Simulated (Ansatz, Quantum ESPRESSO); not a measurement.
**SrTiO3 (001), cubic perovskite: a film clamped to its substrate**

A thin film takes the in-plane lattice of its substrate and is free along the normal. How do the free axis and the stress follow the misfit? The strained cell has c along the film normal; unstrained it is a = 3.8916 Å, b = 3.8916 Å, c = 3.8916 Å, α = 90.00°, β = 90.00°, γ = 90.00°, with 5 atoms. The symmetry of the cell is held, so distortions that would lower it, which this phase may prefer, aren't tested.

Calculated with Quantum ESPRESSO 7.5, PBEsol, GBRV 1.5 ultrasoft potentials, cutoff 680 eV, Fermi–Dirac smearing 0.02 eV, k-mesh 7×7×7, no spin polarisation, no spin-orbit coupling.

Relaxed positions at 0 %:

```
atom       x       y       z
  Sr  0.0000  0.0000  0.0000
  Ti  0.5000  0.5000  0.5000
   O  0.5000  0.5000  0.0000
   O  0.5000  0.0000  0.5000
   O  0.0000  0.5000  0.5000
```

| ε∥ (%) | a (Å) | c (Å) | ε⊥ (%) | σ (GPa, tension positive) |
| --- | --- | --- | --- | --- |
| −3 | 3.7748 | 3.9673 | 1.946 | −13.97 |
| −1 | 3.8527 | 3.9155 | 0.615 | −4.17 |
| 0 | 3.8916 | 3.8916 | 0.000 | −0.01 |
| 1 | 3.9305 | 3.8695 | −0.566 | 3.73 |
| 2 | 3.9694 | 3.8486 | −1.105 | 7.08 |
| 3 | 4.0083 | 3.8292 | −1.602 | 10.09 |

**Question.** Fit both responses and give the free strain and the stress at −2 %, a row left out above.

Least squares with y = y0 + y1 ε + y2 ε² (ε in %) gives ε⊥ = 0.004 + (−0.5913) ε + (0.0187) ε² and σ = −0.02 + (4.000) ε + (−0.215) ε² GPa. The linear terms put the ratio of free to applied strain at −0.591 and the biaxial modulus at 400 GPa.

At −2 % the free strain comes out as 1.261 %. The run itself gives 1.262 %, so the estimate misses by 0.001 %, a rounding's worth.

The stress comes out as −8.87 GPa. The run itself gives −8.80 GPa, so the estimate misses by 0.07 GPa; the fitted rows themselves lie up to 0.06 GPa off the law.

For a cubic crystal strained in (001), ε⊥/ε∥ = −R with R = 2C12/C11, the modulus is C11 + C12 − 2C12²/C11 = C11(1 + R/2 − R²/2), so C11 = 357 GPa and C12 = 106 GPa. Measured: C11 = 322 and C12 = 104 GPa (arxiv:2303.03473), a ratio of 0.646.

The negative ε² term means that the crystal stiffens in compression and softens in tension.

The same fit over all rows at other levels or in other programs gives the strain ratio = −0.592 with PBEsol (Ansatz) and −0.590 with PBEsol (Quantum ESPRESSO, PseudoDojo).

[Logs are printed without paths, hosts, clocks, repeated set-up lines and the standing remarks that a program may print on its own settings, such as how far it seeks lower states.]
